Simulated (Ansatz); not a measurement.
# GaCuCCl4O (P-1): G0W0 under other settings, part 2 of 2

A base run on GaCuCCl4O (P-1), then changed inputs.

Ansatz 0.2.0; G0W0 on PBE, plane waves, PAW; PAW set soft_1. Known limits of the many-body steps: not at the basis limit; d shell near the gap, gap tends to lie low; no spin-orbit coupling; coarse k mesh.

So far. Step 2 (The base run: 2×2×2 mesh, 887 empty bands, screening to …): The gap on the mesh goes from 3.15 eV to 5.55 eV, a correction of +2.39 eV. Between the two edge states, bare exchange in place of the xc potential would open the gap by 12.44 eV, and correlation takes back 10.04 eV. Step 3 (Variant: wavefunction cutoff): The G0W0 gap on the mesh is 5.553 eV.

In doubt: one-shot GW on d or f shells is unsure, so the values of those runs are not to be relied on.

### 4. Variant: all filled levels at the zone centre

Input file input.yaml:

```yaml
crystal:
  lattice:
    - [6.8769, 0.0, 0.0]
    - [0.522228115, 6.9960358808, 0.0]
    - [3.0741926905, 1.1449101349, 8.1219214749]
  atoms:
    - { symbol: Ga, position: [0.2081665666, 0.7574132111, 0.7643240985] }
    - { symbol: Ga, position: [0.7918334334, 0.2425867889, 0.2356759015] }
    - { symbol: Cu, position: [0.022745104, 0.7338024064, 0.2203571138] }
    - { symbol: Cu, position: [0.977254896, 0.2661975936, 0.7796428862] }
    - { symbol: C, position: [0.2827240723, 0.7757339647, 0.2143510568] }
    - { symbol: C, position: [0.7172759277, 0.2242660353, 0.7856489432] }
    - { symbol: Cl, position: [0.9210642142, 0.756937292, 0.9889027727] }
    - { symbol: Cl, position: [0.0789357858, 0.243062708, 0.0110972273] }
    - { symbol: Cl, position: [0.7852164132, 0.9565929156, 0.3873724251] }
    - { symbol: Cl, position: [0.2147835868, 0.0434070844, 0.6126275749] }
    - { symbol: Cl, position: [0.8424017929, 0.4560128272, 0.3819958627] }
    - { symbol: Cl, position: [0.1575982071, 0.5439871728, 0.6180041373] }
    - { symbol: Cl, position: [0.4876463372, 0.6931938752, 0.8219630673] }
    - { symbol: Cl, position: [0.5123536628, 0.3068061248, 0.1780369327] }
    - { symbol: O, position: [0.4396928157, 0.8115366937, 0.2184202269] }
    - { symbol: O, position: [0.5603071843, 0.1884633063, 0.7815797731] }
kpoints:
  mp_grid: { grid: [2, 2, 2] }
hamiltonian:
  xc: pbe
  pseudopotentials: { kind: paw, azcp: { folder: soft_1 } }
scf:
  occupations: { method: fixed }
gw:
  n_empty_bands: 887
  ecut_chi: 100
  qp_bands: [lowest, c2]
  qp_kpoints: [[0, 0, 0]]
  screening: { model: contour_deformation }
```

On the command line:

```bash
> ansatz run input.yaml --threads 2 --pin off --max-ram 73728MiB --backend cuda --events-out ev --progress --plain --runs-dir out --devices 1 --max-vram 13GiB
```

Numbers of over 12 decimals in the logs are rounded to 6 here.

The program printed:

```text
GPUs: using 1 of 1 available (devices: 1).
[...]
GPU FFT provider: cuFFT
GPU libraries: cuBLAS 13.8.2, cuFFT 12.4.0, cuSOLVER 12.3.4
Crystal: 16 atoms, lattice volume = 390.754 Å³
Basis set: ecut = 420 eV, 7629 PW (Γ)
Bands: 86, of which v1, the nominal top of the filled ones, is band 70 counted from 1 (69 counted from 0)
Symmetry: 2 space group operations
[...]
k-points: 8
[...]
GPU buffer pool allocated for 138240 grid points (all kernels)
[...]
SCF iter   1: F=—  HF=-31109.338911 eV  |F-HF|=—  |Δ(HF+E_count)|=         —  Δρ=1.02e-1  dr2=4.30e1  ethr=3.10e-3  ⟨swp⟩=5.0  Hψ=2576  notcnv=0  defer=89
[...]
SCF iter  15: F=-31098.115221 eV  HF=-31098.115221 eV  |F-HF|=2.47e-9  |Δ(HF+E_count)|=   1.22e-8  Δρ=1.48e-6  dr2=7.76e-9  ethr=7.14e-11  ⟨swp⟩=14.1  Hψ=3131  notcnv=0
SCF 1 converged in 15 iterations: F = -31098.115221 eV  dr2 = 7.76e-9
[...]
G₀W₀ screening: q 1/8
[... further progress lines ...]
SCF converged after 15 iterations
Free energy (F): -31098.115221 eV
[...]
Internal energy: -31098.115221 eV  (E = F + TS)
E sigma→0 (E₀):  -31098.115221 eV
Fermi energy:    1.715285 eV
[...]
--- Band table (eV; the first three rows and the last of 8) ---
  k-point 0: bands = [... 66 lower, 1.4394, 1.4899, 1.5833, 1.6996, 4.8663, 5.2353, 5.4496, 5.4934, ... 12 higher]
  k-point 1: bands = [... 66 lower, 1.4380, 1.5511, 1.6046, 1.6527, 5.0000, 5.1889, 5.4187, 5.4835, ... 12 higher]
[...]
0     6    -66.4468   -68.6004    17.5092   -46.6791  0.6005   -71.9113   -70.8589  root ?
     0     7    -66.4148   -68.6218    17.5086   -46.6874  0.6016   -71.9096   -70.8405  root ?
     0     8    -66.4148   -68.6218    17.5086   -46.6874  0.6016   -71.9096   -70.8405  root ?
[...]
0    11    -13.4572   -32.9168     8.8284   -22.8334  0.6520   -14.7483   -14.7121  root
     0    12    -13.3957   -39.8510     9.1701   -28.7662  0.6751   -15.3936   -15.3104  root
     0    13    -13.3534   -38.4719     9.1258   -27.5844  0.6649   -15.1960   -15.1151  root
     0    14    -13.3061   -40.4460     9.2243   -29.2664  0.6699   -15.3539   -15.2612  root
[...]
0    17    -13.1734   -42.4580     9.2925   -30.9806  0.6657   -15.4324   -15.3584  root
     0    18    -13.0835   -31.7580     8.6957   -21.9363  0.6370   -14.2444   -14.2095  root
[...]
0    25    -11.9322   -42.6863     8.9578   -31.5391  0.6972   -14.2146   -14.1216  root
     0    26    -11.8851   -42.0808     8.9137   -31.0536  0.6932   -14.0801   -13.9986  root
     0    27    -11.6277   -39.1090     8.7837   -28.4939  0.6909   -13.5831   -13.4590  root ?
     0    28    -11.6097   -38.8963     8.7661   -28.3234  0.6907   -13.5385   -13.4166  root ?
[...]
0    33     -4.0765   -24.6992     4.7338   -18.3985  0.7932    -5.5072    -5.6434  root ?
[...]
0    38     -3.7292   -25.1956     4.6658   -19.0262  0.6766    -4.8982    -5.2328  root ?
[...]
0    69      1.5833   -39.5760     6.7989   -31.6376  0.7095     0.4108     0.4438  root
     0    70      1.6996   -38.6654     6.5767   -30.9384  0.7145     0.5167     0.5493  root
     0    71      4.8663   -10.7475    -3.4220   -15.4157  0.8102     6.1308     6.1125  root
     0    72      5.2353   -11.6789    -3.4672   -16.6833  0.7905     6.8109     6.7725  root
```

Run time: 40 s. Hardware: 1 × NVIDIA H100 80GB HBM3 (shared by 6 runs) with 2 threads of AMD EPYC 7R13 (Zen 3), shared host; peak memory 3.1 GiB.

Absolute levels on the run's own zero. QP, by row, the first 40 of 72 rows:

```
k index  band  KS (eV)  Sigma_x (eV)  Sigma_c (eV)  Vxc (eV)       Z  QP linearised (eV)  QP (eV)  source                        doubts
      0     1   -109.1        -77.47         18.66    -49.15   0.621              -118.1   -118.8    root                energies_apart
      0     2   -109.1        -77.47         18.66    -49.15   0.621              -118.1   -118.8    root                energies_apart
      0     3   -66.71        -68.43         17.47    -46.61  0.6045              -72.09   -71.06    root  energies_apart,sigma_c_rises
      0     4   -66.71        -68.43         17.47    -46.61  0.6045              -72.09   -71.06    root  energies_apart,sigma_c_rises
      0     5   -66.45         -68.6         17.51    -46.68  0.6005              -71.91   -70.86    root  energies_apart,sigma_c_rises
      0     6   -66.45         -68.6         17.51    -46.68  0.6005              -71.91   -70.86    root  energies_apart,sigma_c_rises
      0     7   -66.41        -68.62         17.51    -46.69  0.6016              -71.91   -70.84    root  energies_apart,sigma_c_rises
      0     8   -66.41        -68.62         17.51    -46.69  0.6016              -71.91   -70.84    root  energies_apart,sigma_c_rises
      0     9   -21.21        -34.69         9.364    -22.68  0.5736              -23.49   -23.86    root  z_under_floor,energies_apart
      0    10   -21.21         -34.7         9.364    -22.69  0.5737              -23.49   -23.85    root  z_under_floor,energies_apart
      0    11   -13.46        -32.92         8.828    -22.83   0.652              -14.75   -14.71    root                              
      0    12    -13.4        -39.85          9.17    -28.77  0.6751              -15.39   -15.31    root                              
      0    13   -13.35        -38.47         9.126    -27.58  0.6649               -15.2   -15.12    root                              
      0    14   -13.31        -40.45         9.224    -29.27  0.6699              -15.35   -15.26    root                              
      0    15    -13.3        -42.23         9.287    -30.81  0.6769              -15.54   -15.43    root                energies_apart
      0    16   -13.23        -41.61          9.24     -30.3  0.6764              -15.42   -15.31    root                energies_apart
      0    17   -13.17        -42.46         9.293    -30.98  0.6657              -15.43   -15.36    root                              
      0    18   -13.08        -31.76         8.696    -21.94   0.637              -14.24   -14.21    root                              
      0    19   -12.58        -56.82         9.689    -43.42   0.743              -16.63   -16.29    root                energies_apart
      0    20   -12.58        -56.82         9.689    -43.42  0.7431              -16.63   -16.29    root                energies_apart
      0    21   -12.57        -56.83          9.69    -43.42  0.7429              -16.63   -16.29    root                energies_apart
      0    22   -12.57        -56.84         9.691    -43.43  0.7429              -16.63   -16.29    root                energies_apart
      0    23   -12.06        -44.58         9.061    -33.12  0.7065              -14.58   -14.46    root                energies_apart
      0    24   -12.05        -44.67         9.053    -33.22  0.7053              -14.57   -14.45    root                energies_apart
      0    25   -11.93        -42.69         8.958    -31.54  0.6972              -14.21   -14.12    root                              
      0    26   -11.89        -42.08         8.914    -31.05  0.6932              -14.08      -14    root                              
      0    27   -11.63        -39.11         8.784    -28.49  0.6909              -13.58   -13.46    root                energies_apart
      0    28   -11.61         -38.9         8.766    -28.32  0.6907              -13.54   -13.42    root                energies_apart
      0    29   -6.541        -26.96         6.144    -19.29  0.6704              -8.093   -8.068    root                              
      0    30   -6.526        -27.03         6.151    -19.35  0.6716              -8.081   -8.053    root                              
      0    31   -4.678        -20.71         3.809    -15.51  0.7434              -6.143   -6.067    root                              
      0    32   -4.528        -20.55         3.658    -15.54  0.7176              -5.912    -5.88    root                              
      0    33   -4.077         -24.7         4.734     -18.4  0.7932              -5.507   -5.643    root                energies_apart
      0    34   -3.958        -23.86         4.269     -18.1  0.7162              -5.475   -5.454    root                              
      0    35   -3.922        -24.27         4.342    -18.44  0.7149              -5.396   -5.405    root                              
      0    36   -3.892        -23.85         4.225    -18.14  0.7094              -5.403   -5.371    root                              
      0    37   -3.834        -24.28         4.309    -18.49  0.7139              -5.296    -5.31    root                              
      0    38   -3.729         -25.2         4.666    -19.03  0.6766              -4.898   -5.233    root                energies_apart
      0    39   -2.493        -21.44         3.601    -16.47  0.7349              -3.918    -3.86    root                              
      0    40   -2.233        -20.92         3.461    -16.03  0.7406              -3.719   -3.662    root
```

Against the base:

```
     setting        base       variant
levels asked    v4 to c4  lowest to c2
points asked  band edges   [[0, 0, 0]]
```

### 5. Outcome

```json
{"base": "5.55 eV, 53 s", "wavefunction cutoff": "5.55 eV, 32 s", "all filled levels at the zone centre": "direct gap at the listed points 5.56 eV, 40 s"}
```

What this shows: Wavefunction cutoff: the gap moves by +0.01 eV (the plane-wave cutoff goes from 420 to 600 eV). All filled levels at the zone centre: only the listed points were computed; the least direct gap there is 5.56 eV, with levels asked and points asked changed against the base. All runs here use a coarse mesh and modest cutoffs; they test settings and are not final values. The 2×2×2 mesh is coarse for this cell (its supercell is 14 Å along the shortest edge). The RPA ε∞ on it, from the PBE start, is 2.59, 2.72 and 2.89; such meshes misread the long-range screening, most where the gap is narrow. A d shell, filled or nearly so, lies near the gap. One-shot GW converges very slowly in bands there, not always from below, and on a semilocal start the gap tends to come out low; starts rich in exact exchange can overshoot instead. The many-body steps are scalar-relativistic: spin-orbit coupling is not in them.

[Paths, hosts, dates, memory and timing lines, banners, echoed tables and standing remarks are left out of the program output.]

[Logs are printed without paths, hosts, clocks, repeated set-up lines and the standing remarks that a program may print on its own settings, such as how far it seeks lower states.]

[Runs of the session that timed out or met a known fault of the program may be left out.]

[Cells called generated may have been cut or substituted from an entry of the Crystallography Open Database or the Materials Project.]

[Hosts, paths, dates, database ids (printed as entryN), source tags and the programs' standing remarks are cut or masked in the printed files.]
